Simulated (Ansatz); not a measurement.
# TiTeSe monolayer, Janus: phonons and vibrational spectra

Wanted: phonon frequencies of TiTeSe monolayer, Janus and what follows from them.

Program: Ansatz 0.2.0. Level of theory: DFT PBEsol, scalar-relativistic, plane waves, PAW; PAW set soft_1. Results are calculated unless marked as measured.

## (1) The starting structure

The cell holds 3 atoms: 1 Ti, 1 Se and 1 Te. Its edges and angles: a = 3.500 Å, b = 3.500 Å, c = 20.000 Å, α = 90.0°, β = 90.0°, γ = 120.0°. It derives from TiTeSe. Vacuum lies along c.

## (2) Coarse relaxation

The start is far from rest, so a relaxation with loose tolerances brings it close first.

The program solves this slab on a cell height of its own, 30.0 Å, in place of the one typed.

Contents of input.yaml:

```yaml
crystal:
  lattice:
    - [3.5, 0.0, 0.0]
    - [-1.75, 3.03109, 0.0]
    - [0.0, 0.0, 20.0]
  atoms:
    - { symbol: Ti, position: [0.0, 0.0, 0.5] }
    - { symbol: Se, position: [0.333333, 0.666667, 0.575] }
    - { symbol: Te, position: [0.666667, 0.333333, 0.42] }
  periodic: [true, true, false]
kpoints:
  mp_grid: { grid: [6, 6, 1] }
hamiltonian:
  xc: pbesol
  pseudopotentials: { kind: paw, azcp: { folder: soft_1 }, xc_functional: pbe }
scf:
  occupations: { method: gaussian, width: 0.1 }
output:
  forces: true
  stress: true
  eigenvalues: true
relax:
  adjacent_minimum: "off"
  f_tol: 0.05
  max_steps: 80
  cell: { stress_2d_tol: 0.02 }
```

Started as:

```console
$ ansatz run input.yaml --threads 4 --pin off --max-ram 16384MiB --backend cpu --events-out ev --progress --plain --runs-dir out
```

Numbers of over 12 decimals in the logs are rounded to 6 here.

The log of the run:

```text
[...]
F+E_penalty+E_count = -14802.42452178 eV   max|allowed force component| = 1.507e-3 eV/Å   (the final SCF, on the basis selected at the relaxed cell)
  cell:  # Å, volume = 336.0259 Å³
    - [3.596337, 0.0, 0]
    - [-1.798169, 3.114519, 0]
    - [0, 0, 30.0]
  atoms:
    - { symbol: Ti, position: [4.0412957531228426e-18, 0, 0.337011] }
    - { symbol: Se, position: [0.333333, 0.666667, 0.383855] }
    - { symbol: Te, position: [0.666667, 0.333333, 0.275800] }
[key lines of the parts left out:]
SCF converged after 9 iterations
Free energy (F): -14802.424522 eV
Fermi energy:    -5.016958 eV
P = ½ c Tr σ = -0.0015 N/m
```

The job ended after 13 s (4 threads of Arm Neoverse V2, shared host; peak memory 0.65 GiB).

The steps of the relaxation:

| step | energy less that of the first step (eV) | largest force component (eV/Å) | volume (Å³) |
| --- | --- | --- | --- |
| 1 | 0.0000 | 2.7407 | 318.26 |
| 2 | -0.3695 | 0.3522 | 323.54 |
| 3 | -0.3899 | 0.0923 | 330.75 |
| 4 | -0.3908 | 0.1446 | 338.47 |
| 5 | -0.3935 | 0.0200 | 335.48 |
| 6 | -0.3936 | 0.0015 | 336.03 |
| 7* | -0.3942 | 0.0015 | 336.03 |

Relaxation steps marked * repeat the geometry before them on a plane-wave basis chosen anew for their cell, so energy and pressure can jump there.

The run keeps the 6 symmetry operations that it works with, so distortions that break them were not tested.

| cell as run | before | after | change |
| --- | --- | --- | --- |
| a (Å) | 3.500 | 3.596 | +2.8 % |
| b (Å) | 3.500 | 3.596 | +2.8 % |

The atoms that moved most (Å, along periodic axes as changes of fractional coordinates times the final cell, across vacuum about the mean position):

| atom | dx | dy | dz | length |
| --- | --- | --- | --- | --- |
| Te3 | 0.000 | 0.000 | -0.126 | 0.126 |
| Ti1 | 0.000 | 0.000 | 0.110 | 0.110 |
| Se2 | 0.000 | 0.000 | 0.016 | 0.016 |

Final coordinates:

```xyz
3
Lattice="3.5963 0.0000 0.0000 -1.7982 3.1145 0.0000 0.0000 0.0000 30.0000" Properties=species:S:1:pos:R:3
Ti    0.0000    0.0000   10.1103
Se    0.0000    2.0763   11.5157
Te    1.7982    1.0382    8.2740
```

Numbers from this step:

```
gap on the k-mesh : 0 eV
area per atom     : 3.734 Å²
```

The relaxation ends with a largest force component of 0.0015 eV/Å.

## (3) Relaxation

The cell and atoms are relaxed, since residual forces and stress would shift the frequencies.

Contents of input.yaml:

```yaml
crystal:
  lattice:
    - [3.5963372801, 0.0, 0.0]
    - [-1.7981686401, 3.1145194452, 0.0]
    - [0.0, 0.0, 30.0]
  atoms:
    - { symbol: Ti, position: [0.0, 0.0, 0.3370111316] }
    - { symbol: Se, position: [0.3333333333, 0.6666666667, 0.3838552319] }
    - { symbol: Te, position: [0.6666666667, 0.3333333333, 0.2758003031] }
  periodic: [true, true, false]
kpoints:
  mp_grid: { grid: [15, 15, 1] }
hamiltonian:
  xc: pbesol
  pseudopotentials: { kind: paw, azcp: { folder: soft_1 }, xc_functional: pbe }
scf:
  occupations: { method: gaussian, width: 0.1 }
output:
  forces: true
  stress: true
  eigenvalues: true
  write_density: true
  write_potential: true
  elf: true
  volumetric_format: npy
relax:
  adjacent_minimum: "off"
  f_tol: 0.005
  max_steps: 80
  cell: { stress_2d_tol: 0.02 }
```

The log of the run:

```text
[...]
Crystal: 3 atoms, lattice volume = 336.026 Å³
Basis set: ecut = 420 eV, 6485 PW (Γ), exchange–correlation on 50×50×432 points (8 copies of the dense FFT grid, shifted against one another)
Bands: 27, of which v1, the nominal top of the filled ones, is band 22 counted from 1 (21 counted from 0)
Symmetry: 6 space group operations
[...]
k-points: 27 of 225 (time reversal used)
[...]
SCF iter   1: F=—  HF=-14802.940990 eV  |F-HF|=—  |Δ(HF+E_count)|=         —  Δρ=1.66e-2  dr2=2.12e0  ethr=3.10e-3  ⟨swp⟩=14.2  Hψ=5047  notcnv=0
[...]
SCF iter  12: F=-14802.439650 eV  HF=-14802.439650 eV  |F-HF|=2.95e-10  |Δ(HF+E_count)|=   8.86e-9  Δρ=7.27e-8  dr2=1.15e-11  ethr=1.00e-12  ⟨swp⟩=8.3  Hψ=4614  notcnv=0
SCF 1 converged in 12 iterations: F = -14802.439650 eV  dr2 = 1.15e-11
[...]
relax step   1: F+E_penalty+E_count = -14802.43965036 eV  Δ(F+E_penalty+E_count) = +0.000e0 eV  max|allowed force component| = 6.668e-2 eV/Å  Δτ_max = 0.0000 Å  P = -0.331 N/m  Ω = 336.026 Å³  fix = [c, alpha, beta]  reactions: c -0.000 N/m  (12 SCF iters, dr2 threshold 1.00e-7 eV, accepted)
Crystal: 3 atoms, lattice volume = 332.062 Å³
Basis set: ecut = 420 eV, 6407 PW (Γ), exchange–correlation on 50×50×432 points (8 copies of the dense FFT grid, shifted against one another)
[...]
SCF iter   6: F=-14802.441783 eV  HF=-14802.441783 eV  |F-HF|=4.36e-8  |Δ(HF+E_count)|=   1.36e-6  Δρ=5.35e-6  dr2=9.76e-8  ethr=6.32e-10  ⟨swp⟩=20.6  Hψ=7729  notcnv=0
SCF 2 converged in 6 iterations: F = -14802.441783 eV  dr2 = 9.76e-8
  Residual-converged pass: ⟨swp⟩=1.0  Hψ=853  notcnv=0  max |occ|·‖R‖ = 7.0e-9 eV (tolerance 1.0e-8 eV)  dr2=9.76e-8  dr2_onsite=2.87e-8  max |Δocc| = 3.3e-11
relax step   2: F+E_penalty+E_count = -14802.44178315 eV  Δ(F+E_penalty+E_count) = -2.133e-3 eV  max|allowed force component| = 1.165e-1 eV/Å  Δτ_max = 0.0270 Å  P = -0.282 N/m  Ω = 332.062 Å³  energy of the carried Pulay correction = +1.529e-4 eV  fix = [c, alpha, beta]  reactions: c -0.000 N/m  (6 SCF iters, dr2 threshold 2.78e-7 eV, accepted)
Crystal: 3 atoms, lattice volume = 331.805 Å³
Basis set: ecut = 420 eV, 6383 PW (Γ), exchange–correlation on 50×50×432 points (8 copies of the dense FFT grid, shifted against one another)
[...]
SCF iter   5: F=-14802.442695 eV  HF=-14802.442695 eV  |F-HF|=2.12e-7  |Δ(HF+E_count)|=   1.93e-7  Δρ=5.42e-6  dr2=1.27e-7  ethr=6.82e-10  ⟨swp⟩=17.9  Hψ=8082  notcnv=0
SCF 3 converged in 5 iterations: F = -14802.442695 eV  dr2 = 1.27e-7
relax step   3: F+E_penalty+E_count = -14802.44269500 eV  Δ(F+E_penalty+E_count) = -9.118e-4 eV  max|allowed force component| = 2.602e-2 eV/Å  Δτ_max = 0.0077 Å  P = -0.104 N/m  Ω = 331.805 Å³  energy of the carried Pulay correction = +1.629e-4 eV  fix = [c, alpha, beta]  reactions: c -0.000 N/m  (5 SCF iters, dr2 threshold 3.00e-7 eV, accepted)
[...]
relax step   4: F+E_penalty+E_count = -14802.44280988 eV  Δ(F+E_penalty+E_count) = -1.149e-4 eV  max|allowed force component| = 1.227e-3 eV/Å  Δτ_max = 0.0011 Å  P = -0.006 N/m  Ω = 331.201 Å³  energy of the carried Pulay correction = +1.864e-4 eV  fix = [c, alpha, beta]  reactions: c -0.000 N/m  (5 SCF iters, dr2 threshold 4.23e-8 eV, accepted)
Basis set: ecut = 420 eV, 6383 PW (Γ), exchange–correlation on 48×48×432 points (8 copies of the dense FFT grid, shifted against one another)
[...]
SCF iter   1: F=—  HF=-14802.442556 eV  |F-HF|=—  |Δ(HF+E_count)|=         —  Δρ=8.32e-6  dr2=9.84e-8  ethr=1.76e-6  ⟨swp⟩=6.0  Hψ=7309  notcnv=0
eigensolver tolerance schedule: the retry pair's looser diagonalisation over-reported the residual by 7884.57 of it (diagonalisation noise at an unbounded share of the residual, at the tolerance the schedule requests for it); recorded, not acted on — ethr = c·dr2/N_el stays at c = 1.0e-1
[...]
SCF iter   2: F=—  HF=-14802.442625 eV  |F-HF|=—  |Δ(HF+E_count)|=   6.82e-5  Δρ=9.27e-6  dr2=3.42e-7  ethr=2.24e-10  ⟨swp⟩=5.9  Hψ=2507  notcnv=0
[...]
SCF iter   8: F=-14802.442625 eV  HF=-14802.442625 eV  |F-HF|=2.02e-10  |Δ(HF+E_count)|=  4.73e-11  Δρ=9.56e-9  dr2=3.42e-13  ethr=1.00e-12  ⟨swp⟩=12.7  Hψ=4601  notcnv=0
SCF 5 converged in 8 iterations: F = -14802.442625 eV  dr2 = 3.42e-13
relax step   5: F+E_penalty+E_count = -14802.44262465 eV  Δ(F+E_penalty+E_count) = +1.852e-4 eV  max|allowed force component| = 1.278e-3 eV/Å  Δτ_max = 0.0000 Å  P = -0.006 N/m  Ω = 331.201 Å³  fix = [c, alpha, beta]  reactions: c -0.000 N/m  stress off target by 5.58e-3 N/m on what of the cell is left free  SCF on the basis re-selected at this cell (its energy is not comparable with the rows above)  (8 SCF iters)
basis re-selected at this cell: Δ(F+E_penalty+E_count) = +1.852e-4 eV, ΔP = +0.001 N/m vs the last step (what re-selecting the basis moved, of the pressure what is left beyond the Pulay correction that the steps carried, after the strain that the cell walked since its last selection, with what the two solves' SCF thresholds leave and, on support functions, any second-order correction that the steps lacked; it is no measure of the basis error at this ecutwfc). The dense FFT grid was sized anew with the basis: this SCF ran on 24×24×216 points, the steps before it on 25×25×216, so part of this shift can come from that change (see relax.cell in the input reference). [rest of the remark cut]
WARN: The input density's exchange-correlation potential varies sharply where the density is thin. Do not read a vacuum level from v_tot or v_xc, or from such a field of the output density. On a cell that repeats whose density bears no net charge and no dipole along the vacuum's axis use v_es (v_loc + v_h of the components); under efield.dipole_correction with no amplitude use v_es + v_field, which holds any external [...]
SCF converged after 8 iterations
Free energy (F): -14802.442625 eV
[...]
Internal energy: -14802.437275 eV  (E = F + TS)
E sigma→0 (E₀):  -14802.439950 eV
Entropy (-TS):   -0.005350 eV (-1.783 meV/atom)
Fermi energy:    -4.897377 eV
[...]
--- Forces (eV/Å), atoms counted from 1 ---
  atom   1  Ti    -0.00000000     0.00000000    -0.00078264
  atom   2  Se    -0.00000000     0.00000000     0.00127773
  atom   3  Te     0.00000000     0.00000000    -0.00049509
  max |Σ_I F_I| component: 8.50e-9 eV/Å
--- 2D stress c σ (N/m, compression-positive) ---
       -0.005576       0.000000      -0.000000
        0.000000      -0.005576      -0.000000
       -0.000000      -0.000000      -0.000000
  P = ½ c Tr σ = -0.0056 N/m
--- Band table (eV; the first three rows and the last of 27) ---
  k-point 0: bands = [... 18 lower, -7.0901, -6.7967, -4.5003, -4.5003, -4.1491, -3.7571, -3.7571, -1.2708, ... 1 higher]
  k-point 1: bands = [... 18 lower, -7.0837, -6.5686, -4.8037, -4.6661, -4.2869, -3.6559, -3.6277, -1.6171, ... 1 higher]
  k-point 2: bands = [... 18 lower, -7.0720, -6.3584, -5.6280, -4.9662, -4.3935, -3.5694, -3.4431, -2.1747, ... 1 higher]
  k-point 26: bands = [... 18 lower, -8.9777, -7.9347, -7.3005, -7.0761, -3.8045, -3.7097, -3.6608, -2.4080, ... 1 higher]
--- Relaxed structure (4 steps of the walk, 4 accepted, 1 SCFs on fresh bases) ---
[...]
cell:  # Å, volume = 331.2008 Å³
    - [3.570424, 2.865953983809753e-11, 0]
    - [-1.785212, 3.092078, 0]
    - [0, 0, 30.0]
  atoms:
    - { symbol: Ti, position: [0, 0, 0.336962] }
    - { symbol: Se, position: [0.333333, 0.666667, 0.384521] }
    - { symbol: Te, position: [0.666667, 0.333333, 0.275183] }
```

Elapsed: 38 s, on 4 threads; peak memory 0.78 GiB.

Relaxation path:

| step | energy less that of the first step (eV) | largest force component (eV/Å) | volume (Å³) |
| --- | --- | --- | --- |
| 1 | 0.0000 | 0.0667 | 336.03 |
| 2 | -0.0021 | 0.1165 | 332.06 |
| 3 | -0.0030 | 0.0260 | 331.81 |
| 4 | -0.0032 | 0.0012 | 331.20 |
| 5* | -0.0030 | 0.0013 | 331.20 |

Relaxation steps marked * repeat the geometry before them on a plane-wave basis chosen anew for their cell, so energy and pressure can jump there.

The run keeps the 6 symmetry operations that it works with, so distortions that break them were not tested.

| cell as run | before | after | change |
| --- | --- | --- | --- |
| a (Å) | 3.596 | 3.570 | -0.7 % |
| b (Å) | 3.596 | 3.570 | -0.7 % |

The atoms that moved most (Å, along periodic axes as changes of fractional coordinates times the final cell, across vacuum about the mean position):

| atom | dx | dy | dz | length |
| --- | --- | --- | --- | --- |
| Se2 | 0.000 | 0.000 | 0.020 | 0.020 |
| Te3 | 0.000 | 0.000 | -0.019 | 0.019 |

The relaxed structure:

```cif
data_structure
_symmetry_space_group_name_H-M 'P 1'
_symmetry_Int_Tables_number 1
_cell_length_a 3.5704
_cell_length_b 3.5704
_cell_length_c 30.0000
_cell_angle_alpha 90.000
_cell_angle_beta 90.000
_cell_angle_gamma 120.000
_cell_volume 331.20
loop_
_atom_site_label
_atom_site_type_symbol
_atom_site_fract_x
_atom_site_fract_y
_atom_site_fract_z
_atom_site_occupancy
Ti1 Ti 0.00000 0.00000 0.33696 1
Se2 Se 0.33333 0.66667 0.38452 1
Te3 Te 0.66667 0.33333 0.27518 1
```

Numbers from this step:

```yaml
area_per_atom: 3.68 Å²
```

ELF in the ac plane at fractional y = 0.000, with atoms of Ti within 0.2 Å of it. It is the smooth field of the valence electrons, not physical close to the nuclei.

Values, 24 rows by 14 columns, each cell a mean:
```
0.00 0.00 0.00 0.00 0.00 0.00 0.00 0.00 0.00 0.00 0.00 0.00 0.00 0.00
0.00 0.00 0.00 0.00 0.00 0.00 0.00 0.00 0.00 0.00 0.00 0.00 0.00 0.00
0.00 0.00 0.00 0.00 0.00 0.00 0.00 0.00 0.00 0.00 0.00 0.00 0.00 0.00
0.00 0.00 0.00 0.00 0.00 0.00 0.00 0.00 0.00 0.00 0.00 0.00 0.00 0.00
0.00 0.00 0.00 0.00 0.00 0.00 0.00 0.00 0.00 0.00 0.00 0.00 0.00 0.00
0.00 0.00 0.00 0.00 0.00 0.00 0.00 0.00 0.00 0.00 0.00 0.00 0.00 0.00
0.00 0.00 0.00 0.00 0.00 0.00 0.00 0.00 0.00 0.00 0.00 0.00 0.00 0.00
0.00 0.00 0.00 0.00 0.00 0.00 0.00 0.00 0.00 0.00 0.00 0.00 0.00 0.00
0.00 0.00 0.00 0.00 0.00 0.00 0.00 0.00 0.00 0.00 0.00 0.00 0.00 0.00
0.00 0.00 0.00 0.00 0.00 0.00 0.00 0.00 0.00 0.00 0.00 0.00 0.00 0.00
0.00 0.00 0.00 0.00 0.00 0.00 0.00 0.00 0.00 0.00 0.00 0.00 0.00 0.00
0.00 0.00 0.00 0.00 0.00 0.00 0.00 0.00 0.00 0.00 0.00 0.00 0.00 0.00
0.00 0.00 0.00 0.00 0.01 0.01 0.02 0.02 0.02 0.01 0.01 0.00 0.00 0.00
0.01 0.02 0.04 0.09 0.19 0.30 0.37 0.40 0.36 0.28 0.17 0.08 0.03 0.02
0.07 0.10 0.20 0.41 0.61 0.70 0.73 0.73 0.72 0.69 0.57 0.35 0.18 0.09
0.52 0.55 0.50 0.29 0.23 0.36 0.48 0.51 0.46 0.33 0.22 0.35 0.52 0.55
0.35 0.37 0.36 0.32 0.36 0.44 0.49 0.50 0.49 0.43 0.34 0.32 0.36 0.37
0.13 0.17 0.29 0.46 0.58 0.59 0.57 0.57 0.58 0.59 0.56 0.42 0.26 0.16
0.02 0.03 0.06 0.15 0.30 0.43 0.52 0.55 0.51 0.41 0.26 0.12 0.05 0.03
0.00 0.00 0.00 0.01 0.02 0.04 0.05 0.06 0.05 0.03 0.02 0.01 0.00 0.00
0.00 0.00 0.00 0.00 0.00 0.00 0.00 0.00 0.00 0.00 0.00 0.00 0.00 0.00
0.00 0.00 0.00 0.00 0.00 0.00 0.00 0.00 0.00 0.00 0.00 0.00 0.00 0.00
0.00 0.00 0.00 0.00 0.00 0.00 0.00 0.00 0.00 0.00 0.00 0.00 0.00 0.00
0.00 0.00 0.00 0.00 0.00 0.00 0.00 0.00 0.00 0.00 0.00 0.00 0.00 0.00
```
Columns run along a (3.6 Å), rows up along c (30.0 Å). Atoms in or near the plane, at fractional coordinates: Ti at (0.00, 0.34).

Electrostatic potential energy in the ac plane at fractional y = 0.000, with atoms of Ti within 0.2 Å of it. With pseudopotentials it is smooth inside the atoms' cores, unlike the true potential.

Ten even steps from '0' (-17 eV) to '9' (0 eV), each cell a mean:
```
99999999999999
99999999999999
99999999999999
99999999999999
99999999999999
99999999999999
99999999999999
99999999999999
99999999999999
99999999999999
99999999999999
99999999999999
99999999999999
99999999999999
77887654567887
00013677653100
11235666664321
88876421246788
99999988899999
99999999999999
99999999999999
99999999999999
99999999999999
99999999999999
```
Columns run along a (3.6 Å; values clipped at the 3rd and 97th percentile), rows up along c (30.0 Å). Atoms in or near the plane, at fractional coordinates: Ti at (0.00, 0.34).

Valence density in the ac plane at fractional y = 0.000, with atoms of Ti within 0.2 Å of it. It is the smooth field of the valence electrons, not physical close to the nuclei.

Values in units of 1e0 e/Å³, 24 rows by 14 columns, each cell a mean:
```
0.0 0.0 0.0 0.0 0.0 0.0 0.0 0.0 0.0 0.0 0.0 0.0 0.0 0.0
0.0 0.0 0.0 0.0 0.0 0.0 0.0 0.0 0.0 0.0 0.0 0.0 0.0 0.0
0.0 0.0 0.0 0.0 0.0 0.0 0.0 0.0 0.0 0.0 0.0 0.0 0.0 0.0
0.0 0.0 0.0 0.0 0.0 0.0 0.0 0.0 0.0 0.0 0.0 0.0 0.0 0.0
0.0 0.0 0.0 0.0 0.0 0.0 0.0 0.0 0.0 0.0 0.0 0.0 0.0 0.0
0.0 0.0 0.0 0.0 0.0 0.0 0.0 0.0 0.0 0.0 0.0 0.0 0.0 0.0
0.0 0.0 0.0 0.0 0.0 0.0 0.0 0.0 0.0 0.0 0.0 0.0 0.0 0.0
0.0 0.0 0.0 0.0 0.0 0.0 0.0 0.0 0.0 0.0 0.0 0.0 0.0 0.0
0.0 0.0 0.0 0.0 0.0 0.0 0.0 0.0 0.0 0.0 0.0 0.0 0.0 0.0
0.0 0.0 0.0 0.0 0.0 0.0 0.0 0.0 0.0 0.0 0.0 0.0 0.0 0.0
0.0 0.0 0.0 0.0 0.0 0.0 0.0 0.0 0.0 0.0 0.0 0.0 0.0 0.0
0.0 0.0 0.0 0.0 0.0 0.0 0.0 0.0 0.0 0.0 0.0 0.0 0.0 0.0
0.0 0.0 0.0 0.0 0.0 0.0 0.0 0.0 0.0 0.0 0.0 0.0 0.0 0.0
0.0 0.0 0.0 0.0 0.0 0.0 0.0 0.0 0.0 0.0 0.0 0.0 0.0 0.0
0.1 0.1 0.1 0.2 0.2 0.3 0.3 0.4 0.3 0.3 0.2 0.1 0.1 0.1
6.4 5.0 2.5 0.7 0.3 0.2 0.2 0.2 0.2 0.2 0.3 1.0 2.9 5.4
2.6 2.0 1.0 0.4 0.3 0.2 0.2 0.3 0.2 0.2 0.3 0.5 1.2 2.2
0.1 0.1 0.1 0.2 0.2 0.3 0.4 0.4 0.4 0.3 0.2 0.2 0.1 0.1
0.0 0.0 0.0 0.0 0.0 0.1 0.1 0.1 0.1 0.1 0.0 0.0 0.0 0.0
0.0 0.0 0.0 0.0 0.0 0.0 0.0 0.0 0.0 0.0 0.0 0.0 0.0 0.0
0.0 0.0 0.0 0.0 0.0 0.0 0.0 0.0 0.0 0.0 0.0 0.0 0.0 0.0
0.0 0.0 0.0 0.0 0.0 0.0 0.0 0.0 0.0 0.0 0.0 0.0 0.0 0.0
0.0 0.0 0.0 0.0 0.0 0.0 0.0 0.0 0.0 0.0 0.0 0.0 0.0 0.0
0.0 0.0 0.0 0.0 0.0 0.0 0.0 0.0 0.0 0.0 0.0 0.0 0.0 0.0
```
Columns run along a (3.6 Å), rows up along c (30.0 Å). Atoms in or near the plane, at fractional coordinates: Ti at (0.00, 0.34).

## (4) Relaxing to small forces for the phonons

Phonons need a cell at rest on their own settings, so the relaxation is repeated with tight tolerances on forces and stress on the k mesh and occupations of the first response run.

Contents of input.yaml:

```yaml
crystal:
  lattice:
    - [3.5704237384, 0.0, 0.0]
    - [-1.7852118692, 3.0920776597, 0.0]
    - [0.0, 0.0, 30.0]
  atoms:
    - { symbol: Ti, position: [0.0, 0.0, 0.3369619058] }
    - { symbol: Se, position: [0.3333333333, 0.6666666667, 0.3845213218] }
    - { symbol: Te, position: [0.6666666667, 0.3333333333, 0.275183439] }
  periodic: [true, true, false]
kpoints:
  mp_grid: { grid: [18, 18, 1] }
hamiltonian:
  xc: pbesol
  pseudopotentials: { kind: paw, azcp: { folder: soft_1 }, xc_functional: pbe }
scf:
  occupations: { method: methfessel_paxton, width: 0.2 }
output:
  forces: true
  stress: true
  eigenvalues: true
relax:
  adjacent_minimum: "off"
  f_tol: 0.001
  max_steps: 60
  cell: { stress_2d_tol: 0.002 }
```

The log of the run:

```text
[...]
Crystal: 3 atoms, lattice volume = 331.201 Å³
Basis set: ecut = 420 eV, 6383 PW (Γ), exchange–correlation on 48×48×432 points (8 copies of the dense FFT grid, shifted against one another)
Bands: 27, of which v1, the nominal top of the filled ones, is band 22 counted from 1 (21 counted from 0)
Symmetry: 6 space group operations
[...]
k-points: 37 of 324 (time reversal used)
[...]
--- Relaxed structure (4 steps of the walk, 4 accepted, 1 SCFs on fresh bases) ---
[...]
cell:  # Å, volume = 331.4477 Å³
    - [3.571754, 0, 0]
    - [-1.785877, 3.093230, 0]
    - [0, 0, 30.0]
  atoms:
    - { symbol: Ti, position: [0, 0, 0.336956] }
    - { symbol: Se, position: [0.333333, 0.666667, 0.384495] }
    - { symbol: Te, position: [0.666667, 0.333333, 0.275216] }
[key lines of the parts left out:]
SCF converged after 9 iterations
Free energy (F): -14802.438347 eV
Fermi energy:    -4.895199 eV
P = ½ c Tr σ = 0.0006 N/m
```

Elapsed: 44 s, on 4 threads; peak memory 0.81 GiB.

Little changed from the start: no atom moved by 0.005 Å and no cell edge by 0.1 %.

Numbers from this step:

| Item | Value |
| --- | --- |
| area per atom | 3.683 Å² |

The largest force component left is 0.53 meV/Å, within the tolerances set.

(Part 1 of 2 ends here.)

[Logs are printed without paths, hosts, clocks, repeated set-up lines and the standing remarks that a program may print on its own settings, such as how far it seeks lower states.]

[Hosts, paths, dates, database ids (printed as entryN), source tags and the programs' standing remarks are cut or masked in the printed files.]
